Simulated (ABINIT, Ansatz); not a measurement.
## NaHF2 (R-3m): G0W0 on several meshes in ABINIT

Wanted: mesh dependence and cost of G0W0 for NaHF2 (R-3m).

Method: PBEsol and many-body steps on it, plane waves, in ABINIT 10.8.3.

**1. Starting point**

Symmetry: R-3m, No. 166, trigonal system. The conventional cell has a = 3.474 Å, b = 3.474 Å, c = 13.750 Å, α = 90.00°, β = 90.00°, γ = 120.00°. Na has 6 F at 2.32 Å nearest. Nearest to H lie 2 F at 1.13 Å. Nearest to F lie 1 H at 1.13 Å and 3 Na at 2.32 Å. Farther neighbours and most contacts between anions are not listed.

The cell and positions come from the Crystallography Open Database and are kept as given unless a step says otherwise.

**2. Empty states on the mesh, 4×4×4 mesh, 97 bands**

This step: ABINIT 10.8.3; DFT, PBEsol, plane waves, norm-conserving pseudopotentials.

The sums over transitions need many empty states on a uniform mesh; this step solves for them.

Input file run.abi:

```
acell 3*1.0 Angstrom
rprim 
  1.737000000015 1.002857417591 4.583333333300
  -1.737000000015 1.002857417591 4.583333333300
  -0.000000000000 -2.005714835182 4.583333333300
ntypat 3
znucl 11 1 9
natom 4
typat 1 2 3 3
xred 
  0.000000000000 0.000000000000 0.000000000000
  0.500000000000 0.500000000000 0.500000000000
  0.417600000000 0.417600000000 0.417600000000
  0.582400000000 0.582400000000 0.582400000000
pp_dirpath "pseudos"
pseudos "Na.upf, H.upf, F.upf"
ecut 38
ngkpt 4 4 4
nshiftk 1
shiftk 0 0 0
kptopt 1
chksymbreak 0
iscf -2
irdden 1
istwfk *1
nband 97
nbdbuf 8
tolwfr 1e-09
nstep 60
prtvol 0
indata_prefix "in"
outdata_prefix "out"
tmpdata_prefix "tmp"
```

On the command line:

```
$ OMP_NUM_THREADS=1 mpirun -n 4 abinit run.abi > log
```

Numbers of over 12 decimals in the logs are rounded to 6 here.

Log:

```text
.Version 10.8.3 of ABINIT. v10.8.2 released Aug 2026.

 Symmetries : space group R-3 m (#166); Bravais hR (rhombohedral)
[... echo of the input left out ...]
== DATASET  1 ==================================================================
-   mpi_nproc: 4, omp_nthreads: 1 (-1 if OMP is not activated)

--- !DatasetInfo
iteration_state: {dtset: 1, }
dimensions: {natom: 4, nkpt: 13, mband: 97, nsppol: 1, nspinor: 1, nspden: 1, mpw: 3640, }
cutoff_energies: {ecut:  38.0, pawecutdg:  -1.0, }
[...]
2.50579    2.50579    2.60273    2.60273    2.66265    2.66265    2.67833    2.71609
   2.71609    2.73424    2.73741    2.75119    2.75468    2.81107    2.81107    2.86330
   2.86336
 prteigrs : prtvol=0 or 1, do not print more k-points.

== END DATASET(S) ==============================================================
================================================================================

 -outvars: echo values of variables after computation  --------
            nband          97
             nkpt          13
          spgroup         166
 [... the other variables as echoed above ...]

 Calculation completed.
```

The job ended after 88 s (4 MPI ranks of Arm Neoverse N1, shared host; peak memory 0.37 GiB; 5.9 min of CPU time).

Numbers from this step:

| Item | Value |
| --- | --- |
| gap | 6.931 eV |
| k of the valence top | 0.5, 0.5, 0.5 |
| k of the conduction bottom | 0, 0, 0 |
| least direct gap | 7.132 eV |
| k points computed | 13 |
| lowest point of the top converged band, above the valence top | 76.3116 eV |

On this mesh the gap is 6.931 eV.

The density comes from a self-consistent run that is not shown.

**3. Screening, 4×4×4 mesh, 43 bands, screening to 114.3 eV**

The RPA dielectric matrix is built and inverted for each q.

This step: RPA screening on PBEsol, plane waves, norm-conserving pseudopotentials.

Edit run.abi of step 2 so:

```diff
@@ -22,10 +22,11 @@
 chksymbreak 0
-iscf -2
-irdden 1
 istwfk *1
-nband 97
-nbdbuf 8
-tolwfr 1e-09
-nstep 60
-prtvol 0
+occopt 1
+irdwfk 1
+optdriver 3
+nband 43
+ecuteps 4.2
+inclvkb 2
+awtr 1
+symchi 1
 indata_prefix "in"
```

Log:

```text
.Version 10.8.3 of ABINIT. v10.8.2 released Aug 2026.

 Symmetries : space group R-3 m (#166); Bravais hR (rhombohedral)
[... echo of the input left out ...]
== DATASET  1 ==================================================================
-   mpi_nproc: 4, omp_nthreads: 1 (-1 if OMP is not activated)

--- !DatasetInfo
iteration_state: {dtset: 1, }
dimensions: {natom: 4, nkpt: 13, mband: 43, nsppol: 1, nspinor: 1, nspden: 1, mpw: 3640, }
cutoff_energies: {ecut:  38.0, pawecutdg:  -1.0, }
electrons: {nelect:   2.40000000E+01, charge:   0.00000000E+00, occopt:   1.00000000E+00, tsmear:   1.00000000E-02, }

 SCREENING: Calculation of the susceptibility and dielectric matrices

 Based on a program developped by R.W. Godby, V. Olevano, G. Onida, and L. Reining.
 Incorporated in ABINIT by V. Olevano, G.-M. Rignanese, and M. Torrent.
.Using double precision arithmetic ; gwpc =  8

[... cell and pseudopotentials left out ...]
--------------------------------------------------------------------------------

 ==== K-mesh for the wavefunctions ====
 Number of points in the irreducible wedge :    13
[... list of points left out ...]
 Together with 12 symmetry operations and time-reversal symmetry
 yields    64 points in the full Brillouin Zone.

 ==== Q-mesh for the screening function ====
 Number of points in the irreducible wedge :    13
[... list of points left out ...]
 Together with 12 symmetry operations and time-reversal symmetry
 yields    64 points in the full Brillouin Zone.

 setmesh: FFT mesh size selected  =    36x   36x   36
          total number of points  =        46656

 vcoul_init : cutoff-mode = AUXILIARY_FUNCTION
 q-points for optical limit:   1
     1)      0.000010    0.000020    0.000030

- screening: taking advantage of time-reversal symmetry
- Maximum band index for partially occupied states nbvw = 12
- Remaining bands to be divided among processors   nbcw = 31
- Number of bands treated by each node ~7

 Number of electrons calculated from density =   24.0000; Expected =   24.0000
 average of density, n =  0.074241
 r_s =    1.4760
 omega_plasma =   26.2831 [eV]

 calculating chi0 at frequencies [eV] :
  1    0.000000E+00    0.000000E+00
  2    0.000000E+00    2.628313E+01

--------------------------------------------------------------------------------
  q-point number  1        q = ( 0.000000, 0.000000, 0.000000) [r.l.u.]
--------------------------------------------------------------------------------
[... chi0 elements left out ...]
 For q-point:  0.000010 0.000020 0.000030
  dielectric constant =   1.6556
  dielectric constant without local fields =   1.7305

  Average fulfillment of the sum rule on Im[epsilon] for q-point    1 :     28.09  [%]
[... wings left out ...]
  q-point number  2        q = ( 0.250000, 0.000000, 0.000000) [r.l.u.]
--------------------------------------------------------------------------------
[... chi0 elements left out ...]
  Average fulfillment of the sum rule on Im[epsilon] for q-point    2 :     38.01  [%]

 [... 11 further q-points ...]
```

The job ended after 88 s (4 MPI ranks; peak memory 1.2 GiB; 5.8 min of CPU time).

Numbers from this step:

- ε∞ with local fields, on this mesh, along the program's q direction: 1.656
- the same without local fields: 1.730
- plasma frequency: 26.28 eV
- plane waves in the screening matrix: 115

Local fields lower ε∞ by 4 %.

**4. 4×4×4**

The self-energy is evaluated for the states that the input lists, and the levels follow from it, in one-shot runs by the linearised quasiparticle equation.

This step: G0W0 on PBEsol, plane waves, norm-conserving pseudopotentials.

Edit run.abi of step 3 so:

```diff
@@ -25,8 +25,17 @@
 irdwfk 1
-optdriver 3
+optdriver 4
 nband 43
+gwcalctyp 0
+ecutsigx 38
+symsigma 1
+nkptgw 2
+kptgw 
+  0.5000000000 0.5000000000 0.5000000000
+  0.0000000000 0.0000000000 0.0000000000
+bdgw 
+  11 14
+  10 14
 ecuteps 4.2
-inclvkb 2
-awtr 1
-symchi 1
+irdscr 1
+ppmodel 1
 indata_prefix "in"
```

Log:

```text
.Version 10.8.3 of ABINIT. v10.8.2 released Aug 2026.

 Symmetries : space group R-3 m (#166); Bravais hR (rhombohedral)
[... echo of the input left out ...]
== DATASET  1 ==================================================================
-   mpi_nproc: 4, omp_nthreads: 1 (-1 if OMP is not activated)

--- !DatasetInfo
iteration_state: {dtset: 1, }
dimensions: {natom: 4, nkpt: 13, mband: 43, nsppol: 1, nspinor: 1, nspden: 1, mpw: 3640, }
cutoff_energies: {ecut:  38.0, pawecutdg:  -1.0, }
electrons: {nelect:   2.40000000E+01, charge:   0.00000000E+00, occopt:   1.00000000E+00, tsmear:   1.00000000E-02, }

 SIGMA: Calculation of the GW corrections

 Based on a program developped by R.W. Godby, V. Olevano, G. Onida, and L. Reining.
 Incorporated in ABINIT by V. Olevano, G.-M. Rignanese, and M. Torrent.
.Using double precision arithmetic ; gwpc =  8

[... cell and pseudopotentials left out ...]
--------------------------------------------------------------------------------

 ==== K-mesh for the wavefunctions ====
 Number of points in the irreducible wedge :    13
[... list of points left out ...]
 Together with 12 symmetry operations and time-reversal symmetry
 yields    64 points in the full Brillouin Zone.

 ==== Q-mesh for screening function ====
 Number of points in the irreducible wedge :    13
[... list of points left out ...]
 Together with 12 symmetry operations and time-reversal symmetry
 yields    64 points in the full Brillouin Zone.

 vcoul_init : cutoff-mode = AUXILIARY_FUNCTION
 q-points for optical limit:   1
     1)      0.000010    0.000020    0.000030
 setmesh: FFT mesh size selected  =    54x   54x   54
          total number of points  =       157464

 Number of electrons calculated from density =   24.0000; Expected =   24.0000
 average of density, n =  0.074241
 r_s =    1.4760
 omega_plasma =   26.2831 [eV]

 === KS Band Gaps ===
  >>>> For spin  1
   Minimum direct gap =   7.1316 [eV], located at k-point      :   0.0000  0.0000  0.0000
   Fundamental gap    =   6.9313 [eV], Top of valence bands at :   0.5000  0.5000  0.5000
                                       Bottom of conduction at :   0.0000  0.0000  0.0000
 SIGMA fundamental parameters:
 PLASMON POLE MODEL  1
 number of plane-waves for SigmaX                 3607
 number of plane-waves for SigmaC and W            115
 number of plane-waves for wavefunctions          3607
 number of bands                                    43
 number of independent spin polarizations            1
 number of spinorial components                      1
 number of k-points in IBZ                          13
 number of q-points in IBZ                          13
 number of symmetry operations                      12
 number of k-points in BZ                           64
 number of q-points in BZ                           64
 number of frequencies for dSigma/dE                 9
 frequency step for dSigma/dE [eV]                0.25
 number of omega for Sigma on real axis              0
 max omega for Sigma on real axis  [eV]           0.00
 zcut for avoiding poles [eV]                     0.10

 EPSILON^-1 parameters (SCR file):
 dimension of the eps^-1 matrix on file            115
 dimension of the eps^-1 matrix used               115
 number of plane-waves for wavefunctions          3607
 number of bands                                    43
 number of q-points in IBZ                          13
 number of frequencies                               2
 number of real frequencies                          1
 number of imag frequencies                          1

 matrix elements of self-energy operator (all in [eV])

 Perturbative Calculation

--- !SelfEnergy_ee
iteration_state: {dtset: 1, }
kpoint     : [   0.500,    0.500,    0.500, ]
spin       : 1
KS_gap     :    8.690
QP_gap     :   13.281
Delta_QP_KS:    4.591
data: !SigmaeeData |
     Band     E0 <VxcDFT>   SigX SigC(E0)      Z dSigC/dE  Sig(E)    E-E0       E
       11  -3.442 -22.457 -30.582   4.650   0.834  -0.199 -25.355  -2.898  -6.340
       12  -3.442 -22.457 -30.582   4.650   0.834  -0.199 -25.355  -2.898  -6.340
       13   5.248  -7.722  -3.833  -2.040   0.915  -0.093  -6.029   1.693   6.941
       14   6.328 -10.325  -5.836  -2.083   0.906  -0.103  -8.145   2.180   8.508

--- !SelfEnergy_ee
iteration_state: {dtset: 1, }
kpoint     : [   0.000,    0.000,    0.000, ]
spin       : 1
KS_gap     :    7.132
QP_gap     :   11.471
Delta_QP_KS:    4.339
data: !SigmaeeData |
     Band     E0 <VxcDFT>   SigX SigC(E0)      Z dSigC/dE  Sig(E)    E-E0       E
       10  -3.668 -22.031 -30.205   4.627   0.834  -0.199 -24.988  -2.957  -6.625
       11  -3.668 -22.031 -30.205   4.627   0.834  -0.199 -24.988  -2.957  -6.625
       12  -3.642 -23.108 -30.379   4.129   0.843  -0.186 -25.756  -2.649  -6.291
       13   3.489  -8.257  -4.342  -2.070   0.916  -0.092  -6.567   1.690   5.179
       14   9.789  -7.583  -3.079  -2.286   0.914  -0.094  -5.556   2.027  11.816

== END DATASET(S) ==============================================================
================================================================================

 -outvars: echo values of variables after computation  --------
           etotal      0.0000000000E+00
            nband          43
             nkpt          13
          spgroup         166
 [... the other variables as echoed above ...]

 Calculation completed.
```

It took 9.2 s on 4 MPI ranks; peak memory 0.57 GiB.

This step gave:

```
G0W0 gap on the points computed              : 11.47 eV
starting gap on the mesh                     : 6.931 eV
k of the valence top                         : 0, 0, 0
k of the conduction bottom                   : 0, 0, 0
Z at the valence top                         : 0.843
Z at the conduction bottom                   : 0.916
least direct G0W0 gap on the computed points : 11.47 eV
```

The gap on the mesh goes from 6.93 eV to 11.47 eV, a correction of +4.54 eV.

**5. Empty states on the mesh, 6×6×6 mesh, 47 bands**

This step: DFT, PBEsol, plane waves, norm-conserving pseudopotentials.

Edit run.abi of step 4 so:

```diff
@@ -17,3 +17,3 @@
 ecut 38
-ngkpt 4 4 4
+ngkpt 6 6 6
 nshiftk 1
@@ -22,20 +22,10 @@
 chksymbreak 0
+iscf -2
+irdden 1
 istwfk *1
-occopt 1
-irdwfk 1
-optdriver 4
-nband 43
-gwcalctyp 0
-ecutsigx 38
-symsigma 1
-nkptgw 2
-kptgw 
-  0.5000000000 0.5000000000 0.5000000000
-  0.0000000000 0.0000000000 0.0000000000
-bdgw 
-  11 14
-  10 14
-ecuteps 4.2
-irdscr 1
-ppmodel 1
+nband 47
+nbdbuf 4
+tolwfr 1e-09
+nstep 60
+prtvol 0
 indata_prefix "in"
```

Log:

```text
.Version 10.8.3 of ABINIT. v10.8.2 released Aug 2026.

 Symmetries : space group R-3 m (#166); Bravais hR (rhombohedral)
[... echo of the input left out ...]
== DATASET  1 ==================================================================
-   mpi_nproc: 4, omp_nthreads: 1 (-1 if OMP is not activated)

--- !DatasetInfo
iteration_state: {dtset: 1, }
dimensions: {natom: 4, nkpt: 32, mband: 47, nsppol: 1, nspinor: 1, nspden: 1, mpw: 3640, }
cutoff_energies: {ecut:  38.0, pawecutdg:  -1.0, }
[...]
0.72981    0.80432    0.92618    1.01880    1.01880    1.03459    1.03459    1.07107
   1.15305    1.23022    1.23022    1.27556    1.27556    1.34907    1.37392    1.51369
   1.56937    1.56937    1.66298    1.67819    1.79180    1.79185    1.82406
 prteigrs : prtvol=0 or 1, do not print more k-points.

== END DATASET(S) ==============================================================
================================================================================

 -outvars: echo values of variables after computation  --------
            nband          47
             nkpt          32
          spgroup         166
 [... the other variables as echoed above ...]

 Calculation completed.
```

Elapsed: 63 s, on 4 MPI ranks; peak memory 0.39 GiB.

Numbers from this step:

```
gap                                                           : 6.931 eV
k of the valence top                                          : 0.5, 0.5, 0.5
k of the conduction bottom                                    : 0, 0, 0
least direct gap                                              : 7.132 eV
k points computed                                             : 32
lowest point of the top converged band, above the valence top : 43.71 eV
```

On this mesh the gap is 6.931 eV.

[end of part 1 of 2]

[Paths, hosts, dates, memory and timing lines, banners, echoed tables and standing remarks are left out of the program output.]

[Logs are printed without paths, hosts, clocks, repeated set-up lines and the standing remarks that a program may print on its own settings, such as how far it seeks lower states.]

[Runs of the session that timed out or met a known fault of the program may be left out.]

[No measured gap is set beside runs whose start may be inverted or whose files or cutoffs have a known fault.]

[Hosts, paths, dates, database ids (printed as entryN), source tags and the programs' standing remarks are cut or masked in the printed files.]

[G0W0 gaps are taken among the corrected bands and points alone; a level outside them can change the order at an edge.]

[Where Ansatz stands beside ABINIT at settings called matched, ABINIT's density can come from a denser mesh and the files from another edition; pairs whose starting gaps differed by over 0.03 eV were left out, so agreement reads better than it is.]
